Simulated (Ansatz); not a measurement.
Rows from a G0W0 calculation on Te2Mo (P6_3/mmc) (Ansatz 0.2.0; G0W0 on PBE, plane waves, PAW; 6×6×2 mesh, 1509 empty bands, screening to 270 eV, hard PAW files), in eV. Spin-orbit coupling is left out.

```
row      Σx     Σc     Vxc     Z
  A  -13.10  -3.79  -16.83  0.73
  B  -13.56  -4.26  -17.77  0.72
  C  -16.22   0.87  -14.69  0.77
  D  -19.10   0.64  -18.21  0.71
  E  -12.60  -4.35  -16.80  0.73
  F  -18.83   0.04  -18.52  0.72
```

Q: Which rows are filled states and which are empty ones, and how can one tell?

Filled: C, D and F. Empty: A, B and E. The sign of Σc tells: for a filled state bare exchange, which holds its interaction with itself, lies below Vxc (Σx − Vxc is -0.3 eV or lower here) and screening gives part back as a positive Σc. For an empty state Σx lies above Vxc (+3.7 eV or more) and the Coulomb hole leaves Σc negative.

[Paths, hosts, dates, memory and timing lines, banners, echoed tables and standing remarks are left out of the program output.]

[Logs are printed without paths, hosts, clocks, repeated set-up lines and the standing remarks that a program may print on its own settings, such as how far it seeks lower states.]

[Runs of the session that timed out or met a known fault of the program may be left out.]

[Cells called generated may have been cut or substituted from an entry of the Crystallography Open Database or the Materials Project.]

[Hosts, paths, dates, database ids (printed as entryN), source tags and the programs' standing remarks are cut or masked in the printed files.]
